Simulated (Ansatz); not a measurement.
# Phonons of ZrInSi in the AlB2 type

The plan: relax ZrInSi in the AlB2 type, check its phonons, and, if the lattice is stable, compute its Eliashberg function and ρ(T).

Program: Ansatz 0.2.0. Level of theory: DFT PBEsol, scalar-relativistic, plane waves, PAW. Results are calculated unless marked as measured.

Most raw output is cut from this account.

The structure was built from a prototype and need not be the compound's stable phase.

## (1) The starting structure

Symmetry: P-6m2, No. 187, hexagonal system. Conventional cell: a = 4.241 Å, b = 4.241 Å, c = 4.453 Å, α = 90.00°, β = 90.00°, γ = 120.00°. Nearest to Zr lie 6 In at 3.31 Å and 6 Si at 3.31 Å. Nearest to Si lie 3 In at 2.45 Å and 6 Zr at 3.31 Å. Nearest to In lie 3 Si at 2.45 Å and 6 Zr at 3.31 Å. Farther neighbours are not listed.

## (2) Relaxing cell and atoms

The structure is brought to rest under this functional.

Contents of input.yaml:

```yaml
crystal:
  lattice:
    - [4.24064, 0.0, 0.0]
    - [-2.12032, 3.6725, 0.0]
    - [0.0, 0.0, 4.45267]
  atoms:
    - { symbol: Zr, position: [0.0, 0.0, 0.0] }
    - { symbol: Si, position: [0.33333333, 0.66666667, 0.5] }
    - { symbol: In, position: [0.66666667, 0.33333333, 0.5] }
kpoints:
  mp_grid: { grid: [9, 9, 8] }
hamiltonian:
  xc: pbesol
scf:
  occupations: { method: gaussian, width: 0.1 }
output:
  forces: true
  stress: true
  eigenvalues: true
relax:
  adjacent_minimum: "off"
  f_tol: 0.005
  max_steps: 80
  cell: { stress_tol: 0.05 }
```

Launch:

```console
$ ansatz run input.yaml --threads 4 --pin off --max-ram 10240MiB --backend cpu --events-out ev --progress --plain --runs-dir out
```

It took 20 s on 4 threads of Intel Xeon 6975P-C (Granite Rapids), shared host; peak memory 0.55 GiB.

Relaxation path:

```
step  energy less that of the first step (eV)  largest force component (eV/Å)  pressure (GPa)  volume (Å³)
   1                                   0.0000                          0.0000           -7.26        69.34
   2                                  -0.3697                          0.0000           -5.40        65.79
   3                                  -0.6742                          0.0000           -3.34        62.70
   4                                  -0.8988                          0.0000           -2.21        60.72
   5                                  -1.0167                          0.0000            0.35        58.20
   6                                  -1.0390                          0.0000           -0.45        58.08
   7                                  -1.0395                          0.0000            0.26        57.60
   8                                  -1.0396                          0.0000            0.00        57.76
  9*                                  -1.0393                          0.0000            0.00        57.76
```

Relaxation steps marked * repeat the geometry before them on a plane-wave basis chosen anew for their cell, so energy and pressure can jump there.

The run keeps the 12 symmetry operations that it works with, so distortions that break them were not tested.

```
     cell as run  before  after   change
           a (Å)   4.241  4.402   +3.8 %
           b (Å)   4.241  4.402   +3.8 %
           c (Å)   4.453  3.442  -22.7 %
volume (Å³/atom)   23.11  19.25  -16.7 %
```

Final coordinates:

```xyz
3
Lattice="4.4020 0.0000 0.0000 -2.2010 3.8122 0.0000 0.0000 0.0000 3.4420" Properties=species:S:1:pos:R:3 pbc="T T T"
Zr    0.0000    0.0000    0.0000
Si    0.0000    2.5415    1.7210
In    2.2010    1.2707    1.7210
```

This step gave:

```
pressure          : -0.003478 GPa
volume per atom   : 19.25 Å³/atom
metallic on mesh  : yes
gap on the k-mesh : 0 eV
```

The largest force is now zero by symmetry and the largest stress component 0.017 GPa.

## (3) Relaxing cell and atoms

The relaxation is repeated from the new cell as a check.

input.yaml, the sections that differ from step 2:

```yaml
crystal:
  lattice:
    - [4.4019936265, 0.0, 0.0]
    - [-2.2009968133, 3.8122383079, 0.0]
    - [0.0, 0.0, 3.442024104]
  atoms:
    - { symbol: Zr, position: [0.0, 0.0, 0.0] }
    - { symbol: Si, position: [0.3333333333, 0.6666666667, 0.5] }
    - { symbol: In, position: [0.6666666667, 0.3333333333, 0.5] }
# kpoints, hamiltonian, scf, output, relax: as in step 2
```

Elapsed: 2.4 s, on 4 threads; peak memory 0.52 GiB.

Little changed from the start: no atom moved by 0.005 Å and no cell edge by 0.1 %.

This step gave:

```yaml
pressure: -0.003477 GPa
```

The largest force is now zero by symmetry and the largest stress component 0.017 GPa.

## (4) Tight relaxation

No force is left; the cell is relaxed once more with another smearing and tight thresholds.

input.yaml, the sections that differ from step 3:

```yaml
scf:
  occupations: { method: methfessel_paxton, width: 0.2 }
relax:
  adjacent_minimum: "off"
  f_tol: 0.001
  max_steps: 60
  cell: { stress_tol: 0.01 }
# crystal, kpoints, hamiltonian, output: as in step 3
```

Run time: 6.9 s. Hardware: 4 threads; peak memory 0.52 GiB.

Little changed from the start: no atom moved by 0.005 Å and no cell edge by 0.1 %.

Numbers from this step:

```yaml
pressure: -4.45e-4 GPa
```

The largest force is now zero by symmetry and the largest stress component 9.4e-4 GPa, small enough for phonons.

## (5) Phonons: q 2×2×2, k 4×4×4

Before any scattering is computed, the phonons show whether the structure is a minimum.

Contents of input.yaml:

```yaml
crystal:
  lattice:
    - [4.4017372507, 0.0, 0.0]
    - [-2.2008686254, 3.8120162798, 0.0]
    - [0.0, 0.0, 3.4415690995]
  atoms:
    - { symbol: Zr, position: [0.0, 0.0, 0.0] }
    - { symbol: Si, position: [0.3333333333, 0.6666666667, 0.5] }
    - { symbol: In, position: [0.6666666667, 0.3333333333, 0.5] }
kpoints:
  mp_grid: { grid: [4, 4, 4] }
hamiltonian:
  xc: pbesol
scf:
  occupations: { method: methfessel_paxton, width: 0.2 }
output:
  eigenvalues: true
phonons:
  method: dfpt
  qmesh: [2, 2, 2]
  temperatures: { t_max: 1000, t_step: 50 }
  qpath:
    path:
      - [[0.0, 0.0, 0.0], [0.5, 0.0, 0.0], [0.33333333, 0.33333333, 0.0], [0.0, 0.0, 0.0], [0.0, 0.0, 0.5], [0.5, 0.0, 0.5], [0.33333333, 0.33333333, 0.5], [0.0, 0.0, 0.5]]
      - [[0.5, 0.0, 0.5], [0.5, 0.0, 0.0]]
      - [[0.33333333, 0.33333333, 0.5], [0.33333333, 0.33333333, 0.0]]
    npoints: 10
```

The job ended after 13 s (4 threads; peak memory 0.61 GiB).

This step gave:

```
share of imaginary modes in the plain interpolation between solved wavevectors : 0.1552
highest frequency, solved or plainly interpolated                              : 329.7 cm⁻¹
```

Solved on the 2×2×2 mesh alone; all other wavevectors are interpolated. The phonon branches at the labelled points (cm⁻¹):

```
    point  branch 1  branch 2  branch 3  branch 4  branch 5  branch 6  branch 7  branch 8  branch 9
        Γ         0         0         0        59       145       145       191       330       330
  halfway       -50        38        43        63       136       139       172       317       326
        M       -72       -46        38       100       127       136       158       301       323
  halfway       -71       -20        57        96        97       130       175       294       325
        K       -63        42        57        82        88       120       185       287       327
  halfway       -59        50        53        61       117       152       166       312       327
        Γ         0         0         0        59       145       145       191       330       330
  halfway        52        52        71       114       132       132       195       309       309
        A        89        95        95       102       102       164       194       288       288
  halfway       -27        81        86       109       111       180       189       294       304
        L       -97        52        76       120       131       165       207       299       319
  halfway       -94       -32        66       132       150       161       203       294       324
        H       -90       -68        60       143       153       168       197       291       328
  halfway       -46        62        78       118       121       176       192       294       310
        A        89        95        95       102       102       164       194       288       288
jump to L       -97        52        76       120       131       165       207       299       319
  halfway       -85       -52        90       111       130       145       184       300       321
        M       -72       -46        38       100       127       136       158       301       323
jump to H       -90       -68        60       143       153       168       197       291       328
  halfway       -72       -70        53       119       130       165       178       289       327
        K       -63        42        57        82        88       120       185       287       327
```

Lowest modes at the softest wavevector of the mesh. The modes at q = (0.500, 0.000, 0.500) (shares of kinetic energy by element, %) (negative means imaginary):

```
mode  frequency (cm⁻¹)  Zr %  Si %  In %
   1             -97.0    68    10    22
   2              52.4   100     0     0
   3              76.2     0    23    77
   4             120.5     1    58    41
   5             131.1    30     2    69
   6             165.1    31    32    36
```

Displacements in mode 1 (-97.0 cm⁻¹), the largest set to 1, in the home cell:
```
Zr1 1.00 0.58 0.00
Si2 0.00 0.00 0.79
In3 0.00 0.00 0.59
```

Displacements in mode 2 (52.4 cm⁻¹), the largest set to 1, in the home cell:
```
Zr1 -0.58  1.00  0.00
Si2  0.00  0.00  0.00
In3  0.00  0.00  0.00
```

Among the solved wavevectors the lowest mode, translations apart, is -97 cm⁻¹, imaginary.

## (6) Phonons: q 3×3×2, k 6×6×6

An imaginary mode on so few k-points may come from the sampling, so the phonons are repeated with another q and k mesh.

input.yaml, as its differences from that of step 5:

```diff
@@ -10,3 +10,3 @@
 kpoints:
-  mp_grid: { grid: [4, 4, 4] }
+  mp_grid: { grid: [6, 6, 6] }
 hamiltonian:
@@ -19,3 +19,3 @@
   method: dfpt
-  qmesh: [2, 2, 2]
+  qmesh: [3, 3, 2]
   temperatures: { t_max: 1000, t_step: 50 }
```

Elapsed: 45 s, on 4 threads; peak memory 0.72 GiB.

Numbers from this step:

- share of imaginary modes in the plain interpolation between solved wavevectors: 0.2272
- highest frequency, solved or plainly interpolated: 326.1 cm⁻¹

Solved on the 3×3×2 mesh alone; all other wavevectors are interpolated. Phonon branches along the path, in cm⁻¹:

```
    point  branch 1  branch 2  branch 3  branch 4  branch 5  branch 6  branch 7  branch 8  branch 9
        Γ       -85         0         0         0       132       132       143       317       317
  halfway       -68       -56       -41        40       125       132       141       309       320
        M       -86       -60       -42        83       112       114       152       300       321
  halfway       -76       -55       -13        77        79       108       174       297       319
        K       -55       -48        24        42        72       101       187       293       318
  halfway       -71       -46       -44        42       111       129       153       306       320
        Γ       -85         0         0         0       132       132       143       317       317
  halfway       -35        50        50       105       120       120       157       308       308
        A        59        84        84        98        98       158       166       299       299
  halfway       -63        49        61        83       107       141       177       304       310
        L      -101        25        67        70       127       139       198       304       318
  halfway      -100       -37        54       107       144       147       193       299       323
        H      -100       -39        42       131       148       169       184       295       326
  halfway       -74        25        71        72       120       141       180       303       313
        A        59        84        84        98        98       158       166       299       299
jump to L      -101        25        67        70       127       139       198       304       318
  halfway       -89       -68        46       102       116       123       174       302       319
        M       -86       -60       -42        83       112       114       152       300       321
jump to H      -100       -39        42       131       148       169       184       295       326
  halfway       -88       -56        25        99       123       151       179       294       322
        K       -55       -48        24        42        72       101       187       293       318
```

Lowest modes at the softest wavevector of the mesh. Modes at q = (0.333, 0.333, 0.500), with each element's share of the kinetic energy (negative means imaginary):

```
mode  frequency (cm⁻¹)  Zr %  Si %  In %
   1             -99.6    71     0    29
   2             -39.3    78    22     0
   3              42.2     9    18    73
   4             130.6    22    78     0
   5             148.0    29     0    71
   6             168.7     0     0   100
```

Displacements in mode 1 (-99.6 cm⁻¹), the largest set to 1, in the home cell (x, y, z of the real part, then of the imaginary part):
```
Zr1  0.87  0.50  0.00  0.50 -0.87  0.00
Si2  0.00  0.00  0.00  0.00  0.00  0.00
In3  0.00  0.00  0.81  0.00  0.00  0.00
```

Displacements in mode 5 (148.0 cm⁻¹), the largest set to 1, in the home cell (x, y, z of the real part, then of the imaginary part):
```
Zr1  0.44  0.26  0.00  0.26 -0.44  0.00
Si2  0.00  0.00  0.00  0.00  0.00  0.00
In3  0.00  0.00 -1.00  0.00  0.00  0.00
```

The modes has structure finer than the step of the table below, so its rows give means over 20 cm⁻¹, whole bins alone (the curve runs from -110 to 346 cm⁻¹). Peaks (cm⁻¹: height): In -61.7: 0.0103, 130.5: 0.0266, 319.9: 0.0205; Si 61.7: 0.0138, 302.7: 0.0727, 319.9: 0.0652; Zr -61.7: 0.0249, 127.7: 0.0218, 182.2: 0.0108.

Phonopy on the run's constants, 15x15x17 mesh, Gaussian sigma 3.3 cm⁻¹. Table of modes by wavenumber; means over each step; values in 1/cm⁻¹/cell:

```
wavenumber (cm⁻¹)       In       Si       Zr
             -100  0.00262   7.9e-5  0.00780
              -80  0.00805  0.00173   0.0187
              -60  0.00847  0.00457   0.0207
              -40  0.00410  0.00468   0.0105
              -20  0.00204  0.00306  0.00389
                0   5.4e-4   9.3e-4   9.6e-4
               20  0.00185  0.00326  0.00264
               40  0.00526  0.00750  0.00441
               60  0.00973   0.0120  0.00640
               80   0.0114  0.00791  0.00899
              100   0.0134  0.00689   0.0102
              120   0.0212  0.00667   0.0193
              140   0.0202  0.00464   0.0136
              160   0.0125  0.00237  0.00908
              180   0.0104  0.00105   0.0103
              200  0.00113   1.5e-4  0.00212
              220        0        0        0
              240        0        0        0
              260        0        0        0
              280   1.2e-5   5.2e-4   4.0e-7
              300  0.00560   0.0441   1.5e-4
              320   0.0114   0.0377   3.0e-4
```

No LO-TO term; unit eigenvectors of the mass-weighted matrix. Modes at Γ, with each element's share of the kinetic energy (negative means imaginary):

```
mode  frequency (cm⁻¹)  symmetry  Zr %  Si %  In %
   1             -85.3      A2''     0    79    21
   2               0.0   unnamed    39    12    49
   3               0.0   unnamed    39    12    49
   4               0.0   unnamed    39    12    49
   5             131.6        E'    61    11    29
   6             131.6        E'    61    11    29
   7             142.6      A2''    61     9    30
   8             317.4        E'     0    77    22
   9             317.4        E'     0    77    22
```

Displacements in mode 1 (-85.3 cm⁻¹), the largest set to 1:
```
Zr1  0.00  0.00  0.01
Si2  0.00  0.00  1.00
In3  0.00  0.00 -0.25
```

Displacements in mode 6 (131.6 cm⁻¹), the largest set to 1:
```
Zr1  0.00  1.00  0.00
Si2  0.00 -0.75  0.00
In3  0.00 -0.61  0.00
```

Among the solved wavevectors the lowest mode, translations apart, is -99.6 cm⁻¹, imaginary.

## (7) Results

```
phonon run of the rows without a label of their own : PBEsol, q 3×3×2, k 6×6×6
softest mode on the q mesh                          : -99.6 cm⁻¹ at q = (0.333, 0.333, 0.5)
highest frequency, solved or plainly interpolated   : 326 cm⁻¹
```

The lattice is dynamically unstable at this level: a mode at q = (0.333, 0.333, 0.5) is imaginary, 99.6i cm⁻¹, so no harmonic coupling constant or resistivity is defined for this structure. These meshes are coarse, and single modes of a metal can move by tens of cm⁻¹ with the k mesh. The coarser mesh found an imaginary mode at another wavevector, which this mesh lacks. The phonon runs are not spin-polarised. The structure was built by hand as an ordered model, and its stability against other phases was not tested.

[Logs are printed without paths, hosts, clocks, repeated set-up lines and the standing remarks that a program may print on its own settings, such as how far it seeks lower states.]

[Hosts, paths, dates, database ids (printed as entryN), source tags and the programs' standing remarks are cut or masked in the printed files.]
